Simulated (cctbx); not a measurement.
**What is wrong with this refinement?**

Cell a = 7.2590 Å, b = 17.0030 Å, c = 6.0900 Å, α = 90.00°, β = 90.00°, γ = 90.00°; space group Pmm2 (no. 25). The compound is Sr3Mg10Fe.

The data are simulated with cctbx, not measured: Mo Kα, λ = 0.71073 Å, to d = 0.6 Å, 95 % of the full sphere, strongest reflection 70000 counts, noise from counting, a 1.5 % proportional error and a noise floor of 2 counts (s.d.); no absorption.

An anisotropic refinement with weights 1/σ² prints:

```text
Rint 0.018, 3964 unique reflections to 0.60 A
cycle     R1     wR2    GooF  max shift (A)
   1  0.1796  0.4300  19.045   0.02348
   3  0.0803  0.2075   9.189   0.00043
final R1 0.0804 wR2 0.2075 GooF 9.189  parameters 82  data/parameter 48.3
atom        x        y        z      Ueq    occ   su(xyz)  su(Uiso or U11)
Sr1    0.00000  0.31635  0.16986   0.0084  1.000  0.00021  0.0004
Sr2    0.50000  0.18149  0.81846   0.0076  1.000  0.00021  0.0004
Sr3    0.00000  0.00000  0.53906   0.0133  1.000  0.00032  0.0007
Fe1    0.50000  0.50000  0.44908  -0.0030  1.000  0.00030  0.0006  NPD
Sr4    0.00000  0.88944  0.02171   0.0304  1.000  0.00033  0.0009
Mg1    0.50000  0.61444  0.96656   0.0141  1.000  0.00093  0.0020
Mg2    0.00000  0.50000  0.46957   0.0184  1.000  0.00151  0.0035
Mg3    0.50000  0.00000  0.52562   0.0165  1.000  0.00157  0.0027
Mg4    0.28451  0.00000 -0.00154   0.0161  1.000  0.00100  0.0021
Mg5    0.19470  0.50000  0.97639   0.0156  1.000  0.00092  0.0020
Mg6    0.27840  0.85040  0.31975   0.0207  1.000  0.00075  0.0019
Mg7    0.21310  0.64712  0.66667   0.0174  1.000  0.00079  0.0014
Mg8    0.00000  0.80087  0.66592   0.0140  1.000  0.00094  0.0020
Mg9    0.50000  0.70714  0.35447   0.0206  1.000  0.00103  0.0021
difference map: max 11.89 min -4.73 rms 0.48
Q1    0.5000  0.5000  0.4406    1   11.95  0.05 A from Fe1
Q2    0.0000  0.0000  0.5475    1    8.20  0.05 A from Sr3
Q3    0.5000  0.1780  0.8198    2    4.61  0.06 A from Sr2
Q4    0.0000  0.3176  0.1640    2    4.32  0.04 A from Sr1
Q5    0.0000  0.1111  0.0217    2    3.62  0.01 A from Sr4
Q6    0.5000  0.5000  0.1461    1    3.20  1.85 A from Fe1
```

**Question.** Can this result stand? If not, what is the likely fault?

Mend it. The fault: elements exchanged: Sr4 is Fe and Fe1 is Sr. Against the right model at the same level, R1 goes from 0.0092 to 0.0804 and GooF from 0.92 to 9.19, U of Fe1 shrinks from 0.0110 to -0.0030 Å², U of Sr4 swells from 0.0125 to 0.0304 Å², U of Mg1 shrinks from 0.0219 to 0.0141 Å², the top difference peak, 11.9 e/Å³, lies on Fe1 and Fe1 goes non-positive-definite. Sr4 has 12 electrons too many and its U swells to shed them, as expected; Fe1 has 12 electrons too few and its U shrinks to make up, as expected.

The compound is Sr3Mg10Fe. The right model at the same level gives:

```text
Rint 0.018, 3964 unique reflections to 0.60 A
cycle     R1     wR2    GooF  max shift (A)
   1  0.0385  0.0916   4.059   0.00679
   2  0.0092  0.0208   0.922   0.00028
final R1 0.0092 wR2 0.0208 GooF 0.922  parameters 82  data/parameter 48.3
atom        x        y        z      Ueq    occ   su(xyz)  su(Uiso or U11)
Sr1    0.00000  0.31641  0.17019   0.0098  1.000  0.00002  0.0000
Sr2    0.50000  0.18151  0.81880   0.0088  1.000  0.00002  0.0000
Sr3    0.00000  0.00000  0.53865   0.0154  1.000  0.00003  0.0001
Sr4    0.50000  0.50000  0.44878   0.0110  1.000  0.00002  0.0001
Fe1    0.00000  0.88929  0.02179   0.0125  1.000  0.00003  0.0001
Mg1    0.50000  0.61487  0.96651   0.0219  1.000  0.00011  0.0002
Mg2    0.00000  0.50000  0.46807   0.0237  1.000  0.00017  0.0004
Mg3    0.50000  0.00000  0.52369   0.0171  1.000  0.00015  0.0003
Mg4    0.28562  0.00000 -0.00173   0.0166  1.000  0.00010  0.0002
Mg5    0.19499  0.50000  0.97698   0.0189  1.000  0.00010  0.0002
Mg6    0.27836  0.85092  0.32196   0.0235  1.000  0.00008  0.0002
Mg7    0.21419  0.64730  0.66744   0.0180  1.000  0.00007  0.0001
Mg8    0.00000  0.80156  0.66877   0.0167  1.000  0.00010  0.0002
Mg9    0.50000  0.70650  0.35237   0.0201  1.000  0.00010  0.0002
Flack x: 0.0010(15)
Hooft y: 0.003(3)  Bijvoet pairs: 1838
difference map: max 0.18 min -0.19 rms 0.04
Q1    0.5000  0.1349  0.2142    2    0.19  1.75 A from Mg6
Q2    0.1114  0.0000  0.6908    2    0.17  1.23 A from Sr3
Q3    0.0000  0.3684  0.1894    2    0.17  0.89 A from Sr1
Q4    0.0000  0.4071  0.4978    2    0.16  1.59 A from Mg2
Q5    0.5000  0.4778  0.2748    2    0.15  1.12 A from Sr4
Q6    0.3713  0.2619  0.4601    4    0.15  1.26 A from Mg9
```

The model was made for the exercise: a known structure type with other elements put in, its volume estimated, not relaxed; displacement parameters are assumed.

[Middle refinement cycles are left out of these outputs.]

[Logs are printed without paths, hosts, clocks, repeated set-up lines and the standing remarks that a program may print on its own settings, such as how far it seeks lower states.]
